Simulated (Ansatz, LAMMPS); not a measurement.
**Localised basis functions on liquid (Na,Rb,Li)(F,Br) at 900 K (118 atoms)**

Wanted: errors and times of a linear-scaling basis for liquid (Na,Rb,Li)(F,Br) at 900 K (118 atoms). A setting counts as converged where the r.m.s. difference of forces stays under 1 % of the r.m.s. force.

Program: Ansatz 0.2.0. Level of theory: Kohn-Sham DFT, PBE, PAW (set soft_2), plane waves. Values are calculated unless marked as measured.

## Step 1: The structure

The cell holds 118 atoms: 18 Na, 19 Rb, 22 Li, 33 F and 26 Br. Cell: a = 14.703 Å, b = 14.703 Å, c = 14.703 Å, α = 90.0°, β = 90.0°, γ = 90.0°. 118 atoms (18 Na, 19 Rb, 22 Li, 33 F, 26 Br) placed at random at 2.56 g/cm³, melted at 1800 K for 10 ps at fixed volume with the Lennard-Jones and Coulomb ion parameters for SPC/E (Joung and Cheatham, J. Phys. Chem. B 112, 9020 (2008)), full charges. Snapshot at the end of a hold of 20 ps at 900 K and fixed volume.

Before any run, some limits are plain. The starting topology of bonds comes from the classical model, and needn't be the one that DFT or experiment would give. The ion parameters were fitted for water, not for melts, so the starting structure of this cell may lie well off the real melt's. Sampling is at Γ alone, for a cell whose shortest periodic width is 15 Å.

## Step 2: The classical run that made the cell

A classical potential supplies the starting structure, since it reaches far longer times than DFT.

This step: classical MD, Lennard-Jones and Coulomb ion parameters for SPC/E (Joung and Cheatham, J. Phys. Chem. B 112, 9020 (2008)), full charges (LAMMPS 22 Jul 2025 - Update 4).

The input, in.lmp:

```
# melt-quench of Na18Rb19Li22F33Br26
units metal
atom_style charge
boundary p p p
region box block 0 14.7034 0 14.7034 0 14.7034
create_box 5 box
mass 1 22.9898   # Na
mass 2 85.4678   # Rb
mass 3 6.9400   # Li
mass 4 18.9984   # F
mass 5 79.9040   # Br
create_atoms 1 random 18 745371 NULL overlap 2.16 maxtry 2000
create_atoms 2 random 19 745378 NULL overlap 2.16 maxtry 2000
create_atoms 3 random 22 745385 NULL overlap 2.16 maxtry 2000
create_atoms 4 random 33 745392 NULL overlap 2.16 maxtry 2000
create_atoms 5 random 26 745399 NULL overlap 2.16 maxtry 2000
pair_style lj/cut/coul/long 9.0
pair_modify mix arithmetic tail yes
pair_coeff 1 1 0.015292 2.1595   # Na
pair_coeff 2 2 0.019302 3.0950   # Rb
pair_coeff 3 3 0.014602 1.4094   # Li
pair_coeff 4 4 0.000321 4.0215   # F
pair_coeff 5 5 0.001169 4.9017   # Br
set type 1 charge 1
set type 2 charge 1
set type 3 charge 1
set type 4 charge -1
set type 5 charge -1
kspace_style pppm 1.0e-4
neigh_modify delay 0 every 1 check yes
thermo_style custom step time temp pe press density
thermo_modify norm yes
timestep 0.002
thermo 100
# [... 18 lines left out ...]
compute msd all msd com yes
thermo 2500
fix md all nvt temp 900 900 0.2
run 10000 post no
print "== T900: mean square displacement over the hold $(c_msd[4]:%.2f) A^2"
unfix md
uncompute msd
write_dump all custom T900.dump id type xs ys zs modify sort id
```

Run with:

```sh
> lmp -in in.lmp -log none -nocite
```

The program printed:

```text
LAMMPS (22 Jul 2025 - Update 4)
Created orthogonal box = (0 0 0) to (14.7034 14.7034 14.7034)
Created 18 atoms
Created 19 atoms
Created 22 atoms
Created 33 atoms
Created 26 atoms
PPPM initialization ...
  G vector (1/distance) = 0.30867835
  grid = 10 10 10
  estimated relative force accuracy = 8.0673726e-05
   Step          Time           Temp          PotEng         Press         Density
         0   0              0              0.38234788     509279.07      2.5570185
       100   0.2            0             -4.24343        403.55544      2.5570185
       115   0.23           0             -4.2548773      433.28412      2.5570185
[... 21 lines left out ...]
Loop time of 0.731645 s on 1 MPI rank(s) for 5000 steps with 118 atoms
   Step          Time           Temp          PotEng         Press         Density
[... 5 lines left out ...]
Loop time of 0.349707 s on 1 MPI rank(s) for 2500 steps with 118 atoms
   Step          Time           Temp          PotEng         Press         Density
[... 2 lines left out ...]
     12500   25             847.82912     -4.178945       5858.6627      2.5570185
     15000   30             811.63001     -4.1763114     -108.57698      2.5570185
     17500   35             892.28418     -4.1852636      2914.2371      2.5570185
     18500   37             1029.1722     -4.1825968      5167.2862      2.5570185
Loop time of 1.34703 s on 1 MPI rank(s) for 10000 steps with 118 atoms
== T900: mean square displacement over the hold 14.40 A^2
```

Run time: 2.8 s. Hardware: 1 thread of AMD EPYC 9R45, shared host; peak memory 0.069 GiB.

## Step 3: Plane-wave single point

The first run fixes the reference, at a cutoff of 420 eV.

The input, input.yaml:

```yaml
crystal:
  lattice:
    - [14.7034, 0.0, 0.0]
    - [0.0, 14.7034, 0.0]
    - [0.0, 0.0, 14.7034]
  atoms:
    - { symbol: Na, position: [0.35858, 0.37419, 0.0722] }
    - { symbol: Na, position: [0.16484, 0.5254, 0.87222] }
    - { symbol: Na, position: [0.15989, 0.5432, 0.41506] }
    - { symbol: Na, position: [0.26473, 0.8449, 0.80602] }
    - { symbol: Na, position: [0.92485, 0.81066, 0.63787] }
    - { symbol: Na, position: [0.77166, 0.46149, 0.77954] }
    - { symbol: Na, position: [0.32359, 0.95508, 0.29648] }
    - { symbol: Na, position: [0.18987, 0.88273, 0.99808] }
    - { symbol: Na, position: [0.45781, 0.44161, 0.52811] }
    - { symbol: Na, position: [0.46879, 0.57733, 0.88587] }
    - { symbol: Na, position: [0.67979, 0.57585, 0.99446] }
    - { symbol: Na, position: [0.11828, 0.92306, 0.30303] }
    - { symbol: Na, position: [0.18812, 0.82835, 0.52769] }
    - { symbol: Na, position: [0.41523, 0.02909, 0.77491] }
    - { symbol: Na, position: [0.57628, 0.98544, 0.35356] }
    - { symbol: Na, position: [0.67711, 0.25818, 0.8265] }
    - { symbol: Na, position: [0.33284, 0.32272, 0.85129] }
    - { symbol: Na, position: [0.24942, 0.0527, 0.53477] }
    - { symbol: Rb, position: [0.90661, 0.52655, 0.58632] }
    - { symbol: Rb, position: [0.24673, 0.19982, 0.1613] }
    - { symbol: Rb, position: [0.2585, 0.50149, 0.64944] }
    - { symbol: Rb, position: [0.90666, 0.0854, 0.41691] }
    - { symbol: Rb, position: [0.10164, 0.38382, 0.09544] }
    - { symbol: Rb, position: [0.85948, 0.11578, 0.7127] }
    - { symbol: Rb, position: [0.02783, 0.2624, 0.80798] }
    - { symbol: Rb, position: [0.46475, 0.76244, 0.53963] }
    - { symbol: Rb, position: [0.55508, 0.48887, 0.27489] }
    - { symbol: Rb, position: [0.51292, 0.18965, 0.60129] }
    - { symbol: Rb, position: [0.8225, 0.91918, 0.20462] }
    - { symbol: Rb, position: [0.01527, 0.7495, 0.86041] }
    - { symbol: Rb, position: [0.68401, 0.69008, 0.26182] }
    - { symbol: Rb, position: [0.49975, 0.12824, 0.03153] }
    - { symbol: Rb, position: [0.53492, 0.77203, 0.98671] }
    - { symbol: Rb, position: [0.26353, 0.66759, 0.20576] }
    - { symbol: Rb, position: [0.76119, 0.28662, 0.42607] }
    - { symbol: Rb, position: [0.28749, 0.25627, 0.38099] }
    - { symbol: Rb, position: [0.6227, 0.93549, 0.63692] }
    - { symbol: Li, position: [0.28885, 0.25019, 0.6891] }
    - { symbol: Li, position: [0.66272, 0.70339, 0.73987] }
    - { symbol: Li, position: [0.90959, 0.65611, 0.16857] }
    - { symbol: Li, position: [0.08745, 0.35029, 0.39031] }
    - { symbol: Li, position: [0.7771, 0.15575, 0.13431] }
    - { symbol: Li, position: [0.85713, 0.15324, 0.97239] }
    - { symbol: Li, position: [0.28253, 0.1082, 0.90453] }
    - { symbol: Li, position: [0.8855, 0.51697, 0.01898] }
    - { symbol: Li, position: [0.46711, 0.44299, 0.73634] }
    - { symbol: Li, position: [0.82783, 0.34768, 0.9757] }
    - { symbol: Li, position: [0.14984, 0.32543, 0.57359] }
    - { symbol: Li, position: [0.75479, 0.70073, 0.55237] }
    - { symbol: Li, position: [0.03792, 0.03387, 0.90836] }
    - { symbol: Li, position: [0.95593, 0.29122, 0.21996] }
    - { symbol: Li, position: [0.94952, 0.08679, 0.17251] }
    - { symbol: Li, position: [0.11662, 0.96587, 0.73463] }
    - { symbol: Li, position: [0.83325, 0.95241, 0.94479] }
    - { symbol: Li, position: [0.49806, 0.21613, 0.24433] }
    - { symbol: Li, position: [0.63176, 0.53117, 0.60105] }
    - { symbol: Li, position: [0.90855, 0.74578, 0.40859] }
    - { symbol: Li, position: [0.82732, 0.44603, 0.18957] }
    - { symbol: Li, position: [0.63367, 0.31575, 0.12331] }
    - { symbol: F, position: [0.49235, 0.29987, 0.14006] }
    - { symbol: F, position: [0.35341, 0.47894, 0.81296] }
    - { symbol: F, position: [0.9065, 0.39021, 0.0888] }
    - { symbol: F, position: [0.36654, 0.17526, 0.77928] }
    - { symbol: F, position: [0.84546, 0.05662, 0.0704] }
    - { symbol: F, position: [0.69904, 0.38563, 0.22626] }
    - { symbol: F, position: [0.98794, 0.01398, 0.26696] }
    - { symbol: F, position: [0.64905, 0.7666, 0.61359] }
    - { symbol: F, position: [0.23332, 0.22063, 0.55952] }
    - { symbol: F, position: [0.19429, 0.40526, 0.46395] }
    - { symbol: F, position: [0.11786, 0.90505, 0.8616] }
    - { symbol: F, position: [0.09687, 0.09293, 0.79798] }
    - { symbol: F, position: [0.79518, 0.57019, 0.11542] }
    - { symbol: F, position: [0.34637, 0.20523, 0.97172] }
    - { symbol: F, position: [0.37627, 0.12656, 0.25307] }
    - { symbol: F, position: [0.08382, 0.26428, 0.24908] }
    - { symbol: F, position: [0.80022, 0.46711, 0.92729] }
    - { symbol: F, position: [0.17796, 0.34081, 0.70435] }
    - { symbol: F, position: [0.89626, 0.70146, 0.52808] }
    [... 34 atom lines left out ...]
    - { symbol: Br, position: [0.28512, 0.69316, 0.93972] }
    - { symbol: Br, position: [0.1101, 0.69365, 0.65593] }
    - { symbol: Br, position: [0.72812, 0.7849, 0.06833] }
    - { symbol: Br, position: [0.0297, 0.59622, 0.02394] }
    - { symbol: Br, position: [0.55759, 0.39989, 0.8962] }
    - { symbol: Br, position: [0.99704, 0.90562, 0.02985] }
kpoints:
  mp_grid: { grid: [1, 1, 1] }
hamiltonian:
  xc: pbe
scf:
  occupations: { method: fixed }
output:
  forces: true
  stress: true
  populations: true
  dos:
    method: { smearing: { sigma: 0.1 } }
    de: 0.1
    projected: { site_lists: { Br: [Br], F: [F], Li: [Li], Na: [Na], Rb: [Rb] } }
  eigenvalues: true
  write_density: true
  write_potential: true
  volumetric_format: npy
  elf: true
```

Run with:

```sh
> ansatz run input.yaml --threads 8 --pin off --max-ram 15872MiB --backend cpu --events-out ev --progress --plain --runs-dir out
```

The program printed:

```text
Engine: ansatz 0.2.0, x86_64-unknown-linux-gnu
Pseudopotentials: kind: paw
Pseudopotential: Na, paw, valence charge 9, recommended cutoff 420 eV (normal), Na.paw.azcp
Pseudopotential: Rb, paw, valence charge 9, recommended cutoff 420 eV (normal), Rb.paw.azcp
Pseudopotential: Li, paw, valence charge 3, recommended cutoff 420 eV (normal), Li.paw.azcp
Pseudopotential: F, paw, valence charge 7, recommended cutoff 420 eV (normal), F.paw.azcp
Pseudopotential: Br, paw, valence charge 7, recommended cutoff 420 eV (normal), Br.paw.azcp
[... 5 lines on functional and potentials left out ...]
Crystal: 118 atoms, lattice volume = 3178.728 Å³
Basis set: ecut = 420 eV, 62213 PW (Γ), exchange–correlation on 200×200×200 points (8 copies of the dense FFT grid, shifted against one another)
Bands: 524, of which v1, the nominal top of the filled ones, is band 406 counted from 1 (405 counted from 0)
Symmetry: 1 space group operations
Space group: P1 (ITA 1), of the structure as read, at distance tolerance 1.5e-4 Å
k-points: 1
[... 11 lines on functional and potentials left out ...]
Initial density: superposition of atomic densities (neutral atoms: chi_scale 0, normalization atom), corrected by the library's trained network
Initial wavefunctions: pseudopotential atomic-orbital guess
Functional: x = pbe(κ = 0.804, μ = 0.219515), c = pbe(β = 0.066725)
SCF iter   1: F=—  HF=-192536.317302 eV  |F-HF|=—  |Δ(HF+E_count)|=         —  Δρ=8.79e-4  dr2=6.66e-2  ethr=1.77e-3  ⟨swp⟩=6.0  Hψ=1799  notcnv=0  defer=113
preconditioner: auto → Resta (q_TF=auto, 2.173 Å⁻¹)  ε∞=2.8  [insulator: Δε(μ)=3.498 eV  Ē_g=11.167 eV  n_scr=514 (ndim 8)  ℏωp=15.0 eV  f_vac=0.189  ε∞_Penn≈2.8]
SCF iter   2: F=—  HF=-192536.321798 eV  |F-HF|=—  |Δ(HF+E_count)|=   4.50e-3  Δρ=4.96e-4  dr2=1.90e-2  ethr=8.20e-6  ⟨swp⟩=4.0  Hψ=1281  notcnv=0  defer=116
SCF iter   3: F=—  HF=-192536.320788 eV  |F-HF|=—  |Δ(HF+E_count)|=   1.01e-3  Δρ=4.41e-4  dr2=6.89e-3  ethr=2.34e-6  ⟨swp⟩=3.0  Hψ=699  notcnv=0  defer=116
SCF iter   4: F=—  HF=-192536.319578 eV  |F-HF|=—  |Δ(HF+E_count)|=   1.21e-3  Δρ=1.02e-4  dr2=6.80e-4  ethr=8.48e-7  ⟨swp⟩=2.0  Hψ=697  notcnv=0  defer=116
SCF iter   5: F=—  HF=-192536.319549 eV  |F-HF|=—  |Δ(HF+E_count)|=   2.90e-5  Δρ=3.79e-5  dr2=5.63e-5  ethr=8.37e-8  ⟨swp⟩=2.0  Hψ=686  notcnv=0  defer=116
SCF iter   6: F=—  HF=-192536.315160 eV  |F-HF|=—  |Δ(HF+E_count)|=   4.39e-3  Δρ=2.80e-5  dr2=1.80e-5  ethr=6.93e-9  ⟨swp⟩=2.0  Hψ=924  notcnv=0  defer=114
SCF iter   7: F=—  HF=-192536.315161 eV  |F-HF|=—  |Δ(HF+E_count)|=   1.49e-6  Δρ=1.14e-5  dr2=3.22e-6  ethr=2.22e-9  ⟨swp⟩=2.0  Hψ=697  notcnv=0  defer=115
SCF iter   8: F=—  HF=-192536.315162 eV  |F-HF|=—  |Δ(HF+E_count)|=   8.55e-7  Δρ=2.51e-6  dr2=2.38e-7  ethr=3.96e-10  ⟨swp⟩=2.0  Hψ=688  notcnv=0  defer=115
SCF iter   9: F=—  HF=-192536.315162 eV  |F-HF|=—  |Δ(HF+E_count)|=   2.78e-7  Δρ=2.42e-6  dr2=1.24e-7  ethr=1.23e-11  ⟨swp⟩=24.0  Hψ=5386  notcnv=0
SCF iter  10: F=-192536.315162 eV  HF=-192536.315162 eV  |F-HF|=6.20e-9  |Δ(HF+E_count)|=   7.65e-9  Δρ=3.48e-7  dr2=4.70e-9  ethr=1.23e-11  ⟨swp⟩=10.0  Hψ=3094  notcnv=0
SCF 1 converged in 10 iterations: F = -192536.315162 eV  dr2 = 4.70e-9
  greatest PAW one-centre occupation: 1.000 electrons in one spin orbital (limit 2), on the Li atom at site 43 (counted from 0), in its partial waves of l = 0
WARN: The input density's exchange-correlation potential varies sharply where the density is thin. Do not read a vacuum level from v_tot or v_xc, or from such a field of the output density. On a cell that repeats whose density bears no net charge and no dipole along the vacuum's axis use v_es (v_loc + v_h of the components); [...]
SCF converged after 10 iterations
Free energy (F): -192536.315162 eV
Harris-Foulkes:  -192536.315162 eV  (|F-HF|=6.20e-9)
Internal energy: -192536.315162 eV  (E = F + TS)
E sigma→0 (E₀):  -192536.315162 eV
Fermi energy:    0.536521 eV
--- Per-component energies (eV) ---
  E_band       = -10212.641219
  E_kinetic    = 16594.019128
  E_local      = -79280.701071  (includes V_loc(G=0)·N_el)
  E_nonlocal   = 8870.023212
  E_hartree    = 28847.242199
  E_xc         = -12968.458241
  E_vxc        = -9921.591712  (∫ρ·V_xc dr)
  E_paw        = -119959.984770  (= ΣΔE_a)
  E_vpaw       = -4168.939838  (= ΣTr[D̂ρ^β])
  E_aug_tail   = 0.067572  (compensation charges beyond the density's cutoff)
  E_ewald      = -34638.523190
  E_smearing   = -0.000000  (= −TS)
  E_closure    = 0.000000  (closes the sum)
  Σ components = -192536.315162   (vs F -192536.315162, Δ=0.00e0)
--- Forces (eV/Å), atoms counted from 1 ---
  atom   1  Na     0.43752500     0.16035889    -0.53021306
  atom   2  Na     0.55325431    -0.24411286     0.55023031
  atom   3  Na    -0.18910593     0.03463663    -0.25396774
  atom   4  Na     0.07906252     0.27216724    -0.13895564
  atom   5  Na    -0.03410141    -0.30995639    -0.23768831
  atom   6  Na     0.06036452     0.68992757     0.28074536
  atom   7  Na    -0.10031732     0.20162952    -0.30364459
  atom   8  Na     0.31941819     0.31032574     0.45903023
  atom   9  Na    -0.15047298     0.15039654     0.28402379
  atom  10  Na    -0.29611513    -0.14734580    -0.18745375
  atom  11  Na     0.27664139    -0.17713206    -0.24327552
  atom  12  Na    -0.18057149     0.02337268    -0.34987451
  atom  13  Na    -0.14434049     0.33947744     0.11888942
  atom  14  Na    -0.22313823    -0.17447798     0.32936470
[...]
atom 117  Br     0.10892156    -0.34646548    -0.44604595
  atom 118  Br    -0.24107940    -0.12088275     0.24451315
  max |Σ_I F_I| component: 4.44e-5 eV/Å
--- Stress (GPa, compression-positive) ---
       -1.600438       0.334950      -0.023928
        0.334950      -1.313700       0.039555
       -0.023928       0.039555      -1.774118
  P = ⅓ Tr σ = -1.5628 GPa (-15.628 kbar)
--- Band table (eV) ---
  k-point 0: bands = ["-50.3895", "-50.2010", "-50.0917", "-49.8531", [... 508 levels ...], "8.6313", "8.6644", "8.6768", "8.6948", "8.7078", "8.7554", "8.7943", "8.8047", "8.8131", "8.8193", "8.8545", "8.8685"]
--- Löwdin populations: 118 sites ---
  site symbol       q [e]
     0     Na      8.2568
     1     Na      8.2764
     2     Na      8.2919
[...]
117     Br      7.6029
  spilling = 0.004469 (of n_electrons = 812.000000)
```

Elapsed: 16 s, on 8 threads of AMD EPYC 9R45, shared host; peak memory 4.5 GiB; 1.9 min of CPU time.

In the SCF lines HF is the Harris–Foulkes energy and dr2 the Hartree energy of the density residual, in eV; the loop may stop once dr2 is under the threshold and the program's other checks hold. Hψ counts applications of the Hamiltonian.

The program notes that the exchange-correlation potential is rough where the density is thin.

Numbers from this run:

```
free energy                                      : -192536.3152 eV
free energy per atom                             : -1631.6637 eV/atom
SCF cycles                                       : 10
pressure                                         : -1.563 GPa
r.m.s. force component                           : 0.3368 eV/Å
longest force                                    : 1.21 eV/Å
Fermi energy                                     : 0.5365 eV
gap (highest filled to lowest empty level) : 3.463 eV
spilling of the projection                       : 0.004469
```

The r.m.s. force component of 0.34 eV/Å sets the scale for the differences below.

## Step 4: Support functions low

With localised support functions most steps grow linearly with size, though the diagonalisation grows faster unless the density matrix is cut; this run measures error and cost at this size.

This step: Kohn-Sham DFT, PBE, PAW (set soft_2), localised support functions (low) (Ansatz 0.2.0).

input.yaml, the sections that differ from step 3:

```yaml
scf:
  occupations: { method: fixed }
  eigensolver: { kind: { support_functions: { accuracy: low } } }
  mixing: { beta: 0.4 }
  max_iter: 150
output:
  forces: true
  eigenvalues: true
# crystal, kpoints, hamiltonian: as in step 3
```

The program printed:

```text
Warning: scf.eigensolver.kind.support_functions: disabling space-group detection — the functions' gradient is summed over unrotated k-points, so no spatial operation reduces the k-mesh or symmetrises the density; time reversal is kept, so that k and −k are solved as one point where they differ and the mesh holds both, and exact exchange and, on two spinor components, a DFT+U term hold to it where the run has them: [...]
settings of this run that can trade accuracy for cost: scf.eigensolver.kind.support_functions; scf.eigensolver.kind.support_functions.accuracy: low [...]
[...]
Crystal: 118 atoms, lattice volume = 3178.728 Å³
Basis set: ecut = 420 eV, 62213 PW (Γ), exchange–correlation on 240×240×240 points (8 copies of the dense FFT grid, shifted against one another)
Bands: 488, of which v1, the nominal top of the filled ones, is band 406 counted from 1 (405 counted from 0)
Symmetry: 1 space group operations
k-points: 1
[...]
SCF iter   1: F=—  HF=-192654.062408 eV  |F-HF|=—  |Δ(HF+E_count)|=         —  Δρ=1.46e-1  dr2=1.03e3  ethr=1.00e-1
[...]
SCF iter  18: F=—  HF=-192536.574770 eV  |F-HF|=—  |Δ(HF+E_count)|=   1.34e-3  Δρ=1.97e-5  dr2=3.45e-5  ethr=1.12e-8  κ⁻¹=7.9e-5(r=7)
SCF iter  19: F=-192536.575952 eV  HF=-192536.575947 eV  |F-HF|=5.77e-6  |Δ(HF+E_count)|=   1.18e-3  Δρ=1.34e-5  dr2=1.66e-5  ethr=4.25e-9
SCF 1 converged in 19 iterations: F = -192536.601007 eV  dr2 = 1.66e-5
[...]
SCF converged after 19 iterations
Stability not checked: this state was not tested for a lower state beside it, because the mixer in use, unlike msr1, does not test its closes by its own steps (another_mixer; see scf.mixing.algorithm and scf.lower_state_search)
Free energy (F): -192536.601007 eV
[...]
Internal energy: -192536.601007 eV  (E = F + TS)
E sigma→0 (E₀):  -192536.601007 eV
Fermi energy:    0.536690 eV
[...]
Σ components = -192536.601007   (vs F -192536.601007, Δ=0.00e0)
--- Forces (eV/Å), atoms counted from 1 ---
  atom   1  Na     0.43754436     0.16033914    -0.53029067
  atom   2  Na     0.55303493    -0.24404782     0.54980679
  atom   3  Na    -0.18904172     0.03467840    -0.25383663
  atom   4  Na     0.07902170     0.27183891    -0.13885615
[...]
atom 118  Br    -0.24120577    -0.12062437     0.24382831
  max |Σ_I F_I| component: 1.49e-3 eV/Å
--- Band table (eV) ---
[...]
```

It took 81 s on 8 threads; peak memory 7.9 GiB.

The program notes that the band table was not solved further than the SCF left it and it switched symmetry off.

Keys that differ from the reference: support_functions.accuracy = "low", scf.max_iter = 150 and scf.mixing.beta = 0.4.

Forces differ from the reference by 0.37 meV/Å r.m.s., 0.11 % of their size, well within a tolerance of 1 %; the energy by -2.4 meV/atom. It took roughly 5.1 times the reference's time (one timing each, with unlike analyses asked), in 19 cycles against 10.

[end of part 1 of 2]

[Long decimals in the printed logs are rounded to 6 places.]

[Logs are printed without paths, hosts, clocks, repeated set-up lines and the standing remarks that a program may print on its own settings, such as how far it seeks lower states.]

[Hosts, paths, dates, database ids (printed as entryN), source tags and the programs' standing remarks are cut or masked in the printed files.]
